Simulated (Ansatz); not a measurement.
Whose spectrum is this?

Method: Ansatz, PBE, independent particles, without spin-orbit coupling, line width 0.15 eV (Gaussian); metals get a typed carrier damping. The response is along the first axis of the cell.

```csv
E (eV),Im ε
0.00,0.00
0.25,0.00
0.50,0.00
0.75,0.00
1.00,0.00
1.25,0.00
1.50,0.00
1.75,0.00
2.00,0.00
2.25,0.03
2.50,1.20
2.75,2.86
3.00,3.13
3.25,4.08
3.50,6.50
3.75,10.65
4.00,10.18
4.25,10.16
4.50,7.70
4.75,8.71
5.00,9.34
5.25,8.32
5.50,5.56
5.75,3.85
6.00,3.83
6.25,4.16
6.50,5.02
6.75,6.22
7.00,7.57
7.25,6.41
7.50,5.47
7.75,5.41
8.00,4.58
8.25,3.48
8.50,2.21
8.75,2.19
9.00,2.95
9.25,3.22
9.50,2.09
9.75,1.67
10.00,1.58
```

Problem. All candidates were run at this level. Which one is shown?
A. Ti (P6_3/mmc)
B. TiTe2 (P-3m1)
C. TiO2 (I4_1/amd)

Solution. C. TiO2 (I4_1/amd): least direct gap 2.46 eV, ε∞ = 6.93 along the first axis, strongest peak along the first axis at 3.80 eV. The others: TiTe2 (P-3m1), a metal, with a Drude term, main peak of the conductivity above 1 eV at 7.30 eV; Ti (P6_3/mmc), a metal, with a Drude term, main peak of the conductivity above 1 eV at 1.83 eV.

[Logs are printed without paths, hosts, clocks, repeated set-up lines and the standing remarks that a program may print on its own settings, such as how far it seeks lower states.]
